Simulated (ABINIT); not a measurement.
# AlInTe3 (Pm-3m): zone-centre phonons, part 3 of 3

Aim: the zone-centre modes of AlInTe3 (Pm-3m).

ABINIT 10.8.3; DFT LDA, scalar-relativistic, plane waves, HGH norm-conserving pseudopotentials.

So far. Step 4 (Relaxation): The volume changes by +0.0 % in this run and stands -2.3 % from the first cell. Step 6 (Zone-centre response): The acoustic modes at Γ come out as far as 0.3 cm⁻¹ from zero, where they should vanish, a small numerical error. The lowest optical mode is imaginary, 53i cm⁻¹, an instability at this level and on this k mesh. The relaxed cell has a = 5.294 Å (conventional setting).

The structure was built from a prototype and need not be the compound's stable phase.

### Step 7. Zone-centre analysis

anaddb reads the merged derivatives and imposes the acoustic sum rule.

File anaddb.abi:

```
ddb_filepath "gamma_DDB"
output_file "anaddb.abo"
outdata_prefix "anaddb"
asr 1
chneut 1
enunit 2
eivec 1
nph1l 1
qph1l 0.0 0.0 0.0 1.0
```

File mrgddb.in:

```
gamma_DDB
merged
2
dfpt_gammao_DDB
gso_DDB
```

On the command line:

```bash
$ mrgddb < mrgddb.in > mrgddb.log
$ OMP_NUM_THREADS=1 anaddb anaddb.abi > anaddb.log
```

anaddb.abo, the main output file:

```text
-outvars_anaddb: echo values of input variables ----------------------

 Miscellaneous information :
      enunit         2
       eivec         1
         asr         1
 First list of wavevector (reduced coord.) :
       nph1l         1
       qph1l
                     0.00000000E+00  0.00000000E+00  0.00000000E+00    1.000E+00

================================================================================

 read the DDB information and perform some checks

  ==== Info on the Cryst% object ====
 Real(R)+Recip(G) space primitive vectors, cartesian coordinates (Bohr,Bohr^-1):
 R(1)= 10.0045912  0.0000000  0.0000000  G(1)=  0.0999541  0.0000000  0.0000000
 R(2)=  0.0000000 10.0045912  0.0000000  G(2)=  0.0000000  0.0999541  0.0000000
 R(3)=  0.0000000  0.0000000 10.0045912  G(3)=  0.0000000  0.0000000  0.0999541
 Unit cell volume ucvol=  1.0013780E+03 bohr^3
 Angles (23,13,12)=  9.00000000E+01  9.00000000E+01  9.00000000E+01 degrees
 Time-reversal symmetry is present
 Reduced atomic positions [iatom, xred, symbol]:
    1)    0.0000000  0.0000000  0.0000000  In
    2)    0.5000000  0.5000000  0.5000000  Al
    3)    0.5000000  0.5000000  0.0000000  Te
    4)    0.5000000  0.0000000  0.5000000  Te
    5)    0.0000000  0.5000000  0.5000000  Te

 DDB file with 3 blocks has been read.

================================================================================

 Treat the first list of vectors

  Phonon wavevector (reduced coordinates) :  0.00000  0.00000  0.00000
 Phonon energies in Hartree :
  -2.400314E-04 -2.400314E-04 -2.400314E-04 -1.371967E-04 -1.371967E-04
  -1.371967E-04 -1.158435E-04 -1.158435E-04 -1.158435E-04  0.000000E+00
   0.000000E+00  0.000000E+00  1.206884E-03  1.206884E-03  1.206884E-03
 Phonon energies in meV     :
- -6.531586E+00 -6.531586E+00 -6.531586E+00 -3.733313E+00 -3.733313E+00
- -3.733313E+00 -3.152263E+00 -3.152263E+00 -3.152263E+00  0.000000E+00
-  0.000000E+00  0.000000E+00  3.284100E+01  3.284100E+01  3.284100E+01
 Phonon frequencies in cm-1    :
- -5.268079E+01 -5.268079E+01 -5.268079E+01 -3.011120E+01 -3.011120E+01
- -3.011120E+01 -2.542471E+01 -2.542471E+01 -2.542471E+01  0.000000E+00
-  0.000000E+00  0.000000E+00  2.648805E+02  2.648805E+02  2.648805E+02
 Phonon frequencies in Thz     :
- -1.579330E+00 -1.579330E+00 -1.579330E+00 -9.027112E-01 -9.027112E-01
- -9.027112E-01 -7.622137E-01 -7.622137E-01 -7.622137E-01  0.000000E+00
-  0.000000E+00  0.000000E+00  7.940918E+00  7.940918E+00  7.940918E+00
 Phonon energies in Kelvin  :
- -7.579591E+01 -7.579591E+01 -7.579591E+01 -4.332330E+01 -4.332330E+01
- -4.332330E+01 -3.658049E+01 -3.658049E+01 -3.658049E+01  0.000000E+00
-  0.000000E+00  0.000000E+00  3.811040E+02  3.811040E+02  3.811040E+02

 Eigendisplacements
 (will be given, for each mode : in cartesian coordinates
   for each atom the real part of the displacement vector,
   then the imaginary part of the displacement vector - absolute values smaller than 1.0d-7 are set to zero)
  Mode number    1   Energy   -2.400314E-04
 Attention : low frequency mode.
   (Could be unstable or acoustic mode)
-  1  0.00000000E+00  0.00000000E+00 -7.13734638E-04
-     0.00000000E+00  0.00000000E+00  0.00000000E+00
-  2  0.00000000E+00  0.00000000E+00 -1.75935652E-03
-     0.00000000E+00  0.00000000E+00  0.00000000E+00
-  3  0.00000000E+00  0.00000000E+00 -1.03869900E-03
-     0.00000000E+00  0.00000000E+00  0.00000000E+00
-  4  0.00000000E+00  0.00000000E+00  1.02649967E-03
-     0.00000000E+00  0.00000000E+00  0.00000000E+00
-  5  0.00000000E+00  0.00000000E+00  1.02649967E-03
-     0.00000000E+00  0.00000000E+00  0.00000000E+00
  Mode number    2   Energy   -2.400314E-04
 Attention : low frequency mode.
   (Could be unstable or acoustic mode)
-  1  0.00000000E+00 -7.13734638E-04  0.00000000E+00
-     0.00000000E+00  0.00000000E+00  0.00000000E+00
-  2  0.00000000E+00 -1.75935652E-03  0.00000000E+00
-     0.00000000E+00  0.00000000E+00  0.00000000E+00
-  3  0.00000000E+00  1.02649967E-03  0.00000000E+00
-     0.00000000E+00  0.00000000E+00  0.00000000E+00
-  4  0.00000000E+00 -1.03869900E-03  0.00000000E+00
-     0.00000000E+00  0.00000000E+00  0.00000000E+00
-  5  0.00000000E+00  1.02649967E-03  0.00000000E+00
-     0.00000000E+00  0.00000000E+00  0.00000000E+00
  Mode number    3   Energy   -2.400314E-04
 Attention : low frequency mode.
   (Could be unstable or acoustic mode)
-  1  7.13734638E-04  0.00000000E+00  0.00000000E+00
-     0.00000000E+00  0.00000000E+00  0.00000000E+00
-  2  1.75935652E-03  0.00000000E+00  0.00000000E+00
-     0.00000000E+00  0.00000000E+00  0.00000000E+00
-  3 -1.02649967E-03  0.00000000E+00  0.00000000E+00
-     0.00000000E+00  0.00000000E+00  0.00000000E+00
-  4 -1.02649967E-03  0.00000000E+00  0.00000000E+00
-     0.00000000E+00  0.00000000E+00  0.00000000E+00
-  5  1.03869900E-03  0.00000000E+00  0.00000000E+00
-     0.00000000E+00  0.00000000E+00  0.00000000E+00
  Mode number    4   Energy   -1.371967E-04
 Attention : low frequency mode.
   (Could be unstable or acoustic mode)
-  1  0.00000000E+00  0.00000000E+00  1.79511822E-03
-     0.00000000E+00  0.00000000E+00  0.00000000E+00
-  2  0.00000000E+00  0.00000000E+00 -1.25522341E-03
-     0.00000000E+00  0.00000000E+00  0.00000000E+00
-  3  0.00000000E+00  0.00000000E+00 -1.00310494E-03
-     0.00000000E+00  0.00000000E+00  0.00000000E+00
-  4  0.00000000E+00  0.00000000E+00 -1.73396432E-04
-     0.00000000E+00  0.00000000E+00  0.00000000E+00
-  5  0.00000000E+00  0.00000000E+00 -1.73396432E-04
-     0.00000000E+00  0.00000000E+00  0.00000000E+00
  Mode number    5   Energy   -1.371967E-04
 Attention : low frequency mode.
   (Could be unstable or acoustic mode)
-  1  0.00000000E+00  1.79511822E-03  0.00000000E+00
-     0.00000000E+00  0.00000000E+00  0.00000000E+00
-  2  0.00000000E+00 -1.25522341E-03  0.00000000E+00
-     0.00000000E+00  0.00000000E+00  0.00000000E+00
-  3  0.00000000E+00 -1.73396432E-04  0.00000000E+00
-     0.00000000E+00  0.00000000E+00  0.00000000E+00
-  4  0.00000000E+00 -1.00310494E-03  0.00000000E+00
-     0.00000000E+00  0.00000000E+00  0.00000000E+00
-  5  0.00000000E+00 -1.73396432E-04  0.00000000E+00
-     0.00000000E+00  0.00000000E+00  0.00000000E+00
  Mode number    6   Energy   -1.371967E-04
 Attention : low frequency mode.
   (Could be unstable or acoustic mode)
-  1  1.79511822E-03  0.00000000E+00  0.00000000E+00
-     0.00000000E+00  0.00000000E+00  0.00000000E+00
-  2 -1.25522341E-03  0.00000000E+00  0.00000000E+00
-     0.00000000E+00  0.00000000E+00  0.00000000E+00
-  3 -1.73396432E-04  0.00000000E+00  0.00000000E+00
-     0.00000000E+00  0.00000000E+00  0.00000000E+00
-  4 -1.73396432E-04  0.00000000E+00  0.00000000E+00
-     0.00000000E+00  0.00000000E+00  0.00000000E+00
-  5 -1.00310494E-03  0.00000000E+00  0.00000000E+00
-     0.00000000E+00  0.00000000E+00  0.00000000E+00
  Mode number    7   Energy   -1.158435E-04
 Attention : low frequency mode.
   (Could be unstable or acoustic mode)
-  1  0.00000000E+00  0.00000000E+00  0.00000000E+00
-     0.00000000E+00  0.00000000E+00  0.00000000E+00
-  2  0.00000000E+00  0.00000000E+00  0.00000000E+00
-     0.00000000E+00  0.00000000E+00  0.00000000E+00
-  3  0.00000000E+00  0.00000000E+00  0.00000000E+00
-     0.00000000E+00  0.00000000E+00  0.00000000E+00
-  4  0.00000000E+00  0.00000000E+00 -1.46615408E-03
-     0.00000000E+00  0.00000000E+00  0.00000000E+00
-  5  0.00000000E+00  0.00000000E+00  1.46615408E-03
-     0.00000000E+00  0.00000000E+00  0.00000000E+00
  Mode number    8   Energy   -1.158435E-04
 Attention : low frequency mode.
   (Could be unstable or acoustic mode)
-  1  0.00000000E+00  0.00000000E+00  0.00000000E+00
-     0.00000000E+00  0.00000000E+00  0.00000000E+00
-  2  0.00000000E+00  0.00000000E+00  0.00000000E+00
-     0.00000000E+00  0.00000000E+00  0.00000000E+00
-  3  0.00000000E+00 -1.46615408E-03  0.00000000E+00
-     0.00000000E+00  0.00000000E+00  0.00000000E+00
-  4  0.00000000E+00  0.00000000E+00  0.00000000E+00
-     0.00000000E+00  0.00000000E+00  0.00000000E+00
-  5  0.00000000E+00  1.46615408E-03  0.00000000E+00
-     0.00000000E+00  0.00000000E+00  0.00000000E+00
  Mode number    9   Energy   -1.158435E-04
 Attention : low frequency mode.
   (Could be unstable or acoustic mode)
-  1  0.00000000E+00  0.00000000E+00  0.00000000E+00
-     0.00000000E+00  0.00000000E+00  0.00000000E+00
-  2  0.00000000E+00  0.00000000E+00  0.00000000E+00
-     0.00000000E+00  0.00000000E+00  0.00000000E+00
-  3  1.46615408E-03  0.00000000E+00  0.00000000E+00
-     0.00000000E+00  0.00000000E+00  0.00000000E+00
-  4 -1.46615408E-03  0.00000000E+00  0.00000000E+00
-     0.00000000E+00  0.00000000E+00  0.00000000E+00
-  5  0.00000000E+00  0.00000000E+00  0.00000000E+00
-     0.00000000E+00  0.00000000E+00  0.00000000E+00
  Mode number   10   Energy    0.000000E+00
 Attention : low frequency mode.
   (Could be unstable or acoustic mode)
-  1  0.00000000E+00  0.00000000E+00 -1.02260109E-03
-     0.00000000E+00  0.00000000E+00  0.00000000E+00
-  2  0.00000000E+00  0.00000000E+00 -1.02261136E-03
-     0.00000000E+00  0.00000000E+00  0.00000000E+00
-  3  0.00000000E+00  0.00000000E+00 -1.02260679E-03
-     0.00000000E+00  0.00000000E+00  0.00000000E+00
-  4  0.00000000E+00  0.00000000E+00 -1.02259191E-03
-     0.00000000E+00  0.00000000E+00  0.00000000E+00
-  5  0.00000000E+00  0.00000000E+00 -1.02259191E-03
-     0.00000000E+00  0.00000000E+00  0.00000000E+00
  Mode number   11   Energy    0.000000E+00
 Attention : low frequency mode.
   (Could be unstable or acoustic mode)
-  1  0.00000000E+00 -1.02260109E-03  0.00000000E+00
-     0.00000000E+00  0.00000000E+00  0.00000000E+00
-  2  0.00000000E+00 -1.02261136E-03  0.00000000E+00
-     0.00000000E+00  0.00000000E+00  0.00000000E+00
-  3  0.00000000E+00 -1.02259191E-03  0.00000000E+00
-     0.00000000E+00  0.00000000E+00  0.00000000E+00
-  4  0.00000000E+00 -1.02260679E-03  0.00000000E+00
-     0.00000000E+00  0.00000000E+00  0.00000000E+00
-  5  0.00000000E+00 -1.02259191E-03  0.00000000E+00
-     0.00000000E+00  0.00000000E+00  0.00000000E+00
  Mode number   12   Energy    0.000000E+00
 Attention : low frequency mode.
   (Could be unstable or acoustic mode)
-  1  1.02260109E-03  0.00000000E+00  0.00000000E+00
-     0.00000000E+00  0.00000000E+00  0.00000000E+00
-  2  1.02261136E-03  0.00000000E+00  0.00000000E+00
-     0.00000000E+00  0.00000000E+00  0.00000000E+00
-  3  1.02259191E-03  0.00000000E+00  0.00000000E+00
-     0.00000000E+00  0.00000000E+00  0.00000000E+00
-  4  1.02259191E-03  0.00000000E+00  0.00000000E+00
-     0.00000000E+00  0.00000000E+00  0.00000000E+00
-  5  1.02260679E-03  0.00000000E+00  0.00000000E+00
-     0.00000000E+00  0.00000000E+00  0.00000000E+00
  Mode number   13   Energy    1.206884E-03
-  1  0.00000000E+00  0.00000000E+00  1.25982938E-05
-     0.00000000E+00  0.00000000E+00  0.00000000E+00
-  2  0.00000000E+00  0.00000000E+00 -3.82295970E-03
-     0.00000000E+00  0.00000000E+00  0.00000000E+00
-  3  0.00000000E+00  0.00000000E+00  1.08091434E-03
-     0.00000000E+00  0.00000000E+00  0.00000000E+00
-  4  0.00000000E+00  0.00000000E+00 -1.41935454E-04
-     0.00000000E+00  0.00000000E+00  0.00000000E+00
-  5  0.00000000E+00  0.00000000E+00 -1.41935454E-04
-     0.00000000E+00  0.00000000E+00  0.00000000E+00
  Mode number   14   Energy    1.206884E-03
-  1  0.00000000E+00 -1.25982938E-05  0.00000000E+00
-     0.00000000E+00  0.00000000E+00  0.00000000E+00
-  2  0.00000000E+00  3.82295970E-03  0.00000000E+00
-     0.00000000E+00  0.00000000E+00  0.00000000E+00
-  3  0.00000000E+00  1.41935454E-04  0.00000000E+00
-     0.00000000E+00  0.00000000E+00  0.00000000E+00
-  4  0.00000000E+00 -1.08091434E-03  0.00000000E+00
-     0.00000000E+00  0.00000000E+00  0.00000000E+00
-  5  0.00000000E+00  1.41935454E-04  0.00000000E+00
-     0.00000000E+00  0.00000000E+00  0.00000000E+00
  Mode number   15   Energy    1.206884E-03
-  1  1.25982938E-05  0.00000000E+00  0.00000000E+00
-     0.00000000E+00  0.00000000E+00  0.00000000E+00
-  2 -3.82295970E-03  0.00000000E+00  0.00000000E+00
-     0.00000000E+00  0.00000000E+00  0.00000000E+00
-  3 -1.41935454E-04  0.00000000E+00  0.00000000E+00
-     0.00000000E+00  0.00000000E+00  0.00000000E+00
-  4 -1.41935454E-04  0.00000000E+00  0.00000000E+00
-     0.00000000E+00  0.00000000E+00  0.00000000E+00
-  5  1.08091434E-03  0.00000000E+00  0.00000000E+00
-     0.00000000E+00  0.00000000E+00  0.00000000E+00

 Analysis of degeneracies and characters (maximum tolerance=1.00E-06 a.u.)
 For each vibration mode, or group of modes if degenerate,
 the characters are given for each symmetry operation (see the list in the log file).
 Symmetry characters of vibration mode #   1
       degenerate with vibration modes #   2 to    3
  3.0 -3.0 -1.0  1.0 -1.0  1.0 -1.0  1.0  1.0 -1.0 -1.0  1.0  1.0 -1.0 -1.0  1.0
 -0.0  0.0 -0.0  0.0  0.0 -0.0  0.0 -0.0  1.0 -1.0 -1.0  1.0 -1.0  1.0  1.0 -1.0
 -0.0  0.0  0.0 -0.0  0.0 -0.0 -0.0  0.0  1.0 -1.0  1.0 -1.0 -1.0  1.0 -1.0  1.0
 Symmetry characters of vibration mode #   4
       degenerate with vibration modes #   5 to    6
  3.0 -3.0 -1.0  1.0 -1.0  1.0 -1.0  1.0  1.0 -1.0 -1.0  1.0  1.0 -1.0 -1.0  1.0
  0.0 -0.0  0.0 -0.0 -0.0  0.0 -0.0  0.0  1.0 -1.0 -1.0  1.0 -1.0  1.0  1.0 -1.0
  0.0 -0.0 -0.0  0.0 -0.0  0.0  0.0 -0.0  1.0 -1.0  1.0 -1.0 -1.0  1.0 -1.0  1.0
 Symmetry characters of vibration mode #   7
       degenerate with vibration modes #   8 to    9
  3.0 -3.0 -1.0  1.0 -1.0  1.0 -1.0  1.0 -1.0  1.0  1.0 -1.0 -1.0  1.0  1.0 -1.0
  0.0 -0.0  0.0 -0.0 -0.0  0.0 -0.0  0.0 -1.0  1.0  1.0 -1.0  1.0 -1.0 -1.0  1.0
  0.0 -0.0 -0.0  0.0 -0.0  0.0  0.0 -0.0 -1.0  1.0 -1.0  1.0  1.0 -1.0  1.0 -1.0
 Symmetry characters of vibration mode #  10
       degenerate with vibration modes #  11 to   12
  3.0 -3.0 -1.0  1.0 -1.0  1.0 -1.0  1.0  1.0 -1.0 -1.0  1.0  1.0 -1.0 -1.0  1.0
  0.0 -0.0  0.0 -0.0 -0.0  0.0 -0.0  0.0  1.0 -1.0 -1.0  1.0 -1.0  1.0  1.0 -1.0
  0.0 -0.0 -0.0  0.0 -0.0  0.0  0.0 -0.0  1.0 -1.0  1.0 -1.0 -1.0  1.0 -1.0  1.0
 Symmetry characters of vibration mode #  13
       degenerate with vibration modes #  14 to   15
  3.0 -3.0 -1.0  1.0 -1.0  1.0 -1.0  1.0  1.0 -1.0 -1.0  1.0  1.0 -1.0 -1.0  1.0
 -0.0  0.0  0.0 -0.0 -0.0  0.0  0.0 -0.0  1.0 -1.0 -1.0  1.0 -1.0  1.0  1.0 -1.0
 -0.0  0.0 -0.0  0.0  0.0 -0.0  0.0 -0.0  1.0 -1.0  1.0 -1.0 -1.0  1.0 -1.0  1.0
-
```

The job ended after 0.49 s (1 thread of Arm Neoverse V1, shared host).

No LO-TO term; unit eigenvectors of the mass-weighted matrix, from anaddb's displacements. The modes at Γ (shares of kinetic energy by element, %) (negative means imaginary):

| mode | frequency (cm⁻¹) | symmetry | In % | Al % | Te % |
| --- | --- | --- | --- | --- | --- |
| 1 | -52.7 | T1u | 11 | 15 | 74 |
| 2 | -52.7 | T1u | 11 | 15 | 74 |
| 3 | -52.7 | T1u | 11 | 15 | 74 |
| 4 | -30.1 | T1u | 67 | 8 | 25 |
| 5 | -30.1 | T1u | 67 | 8 | 25 |
| 6 | -30.1 | T1u | 67 | 8 | 25 |
| 7 | -25.4 | T2u | 0 | 0 | 100 |
| 8 | -25.4 | T2u | 0 | 0 | 100 |
| 9 | -25.4 | T2u | 0 | 0 | 100 |
| 10 | 0.0 | acoustic | 22 | 5 | 73 |
| 11 | 0.0 | acoustic | 22 | 5 | 73 |
| 12 | 0.0 | acoustic | 22 | 5 | 73 |
| 13 | 264.9 | T1u | 0 | 72 | 28 |
| 14 | 264.9 | T1u | 0 | 72 | 28 |
| 15 | 264.9 | T1u | 0 | 72 | 28 |

Displacements in mode 2 (-52.7 cm⁻¹), the largest set to 1:
```
In1  0.00 -0.41  0.00
Al2  0.00 -1.00  0.00
Te3  0.00  0.58  0.00
Te4  0.00 -0.59  0.00
Te5  0.00  0.58  0.00
```

Displacements in mode 14 (264.9 cm⁻¹), the largest set to 1:
```
In1  0.00  0.00  0.00
Al2  0.00  1.00  0.00
Te3  0.00  0.04  0.00
Te4  0.00 -0.28  0.00
Te5  0.00  0.04  0.00
```

The rule moves no optical mode by more than 0.1 cm⁻¹.

### Step 8. Results

```
space group after relaxation                                           : Pm-3m
volume per atom                                                        : 29.7 Å³
highest optical zone-centre mode (no LO-TO term)                       : 264.9 cm⁻¹
lowest optical zone-centre mode                                        : -52.7 cm⁻¹
imaginary optical modes at the zone centre (no q mesh in this session) : yes
```

In words: At the LDA level the optical modes of AlInTe3 (Pm-3m) at the zone centre run from 53i to 265 cm⁻¹, so the structure is a saddle point, with 9 modes beyond 10i cm⁻¹ there. These are harmonic frequencies at zero temperature: anharmonic shifts and linewidths and thermal expansion are left out. Spin-orbit coupling is left out, which can matter for the heavy elements here. The HGH files keep few electrons and have no core correction, which is cheap but rough for In. In a metal the frequencies hang on the k mesh and the smearing, most of all near Kohn anomalies. The structure is a hypothetical one, built on a prototype.

[Host names and launcher messages were left out of these logs when they were recorded.]

[Logs are printed without paths, hosts, clocks, repeated set-up lines and the standing remarks that a program may print on its own settings, such as how far it seeks lower states.]

[Hosts, paths, dates, database ids (printed as entryN), source tags and the programs' standing remarks are cut or masked in the printed files.]
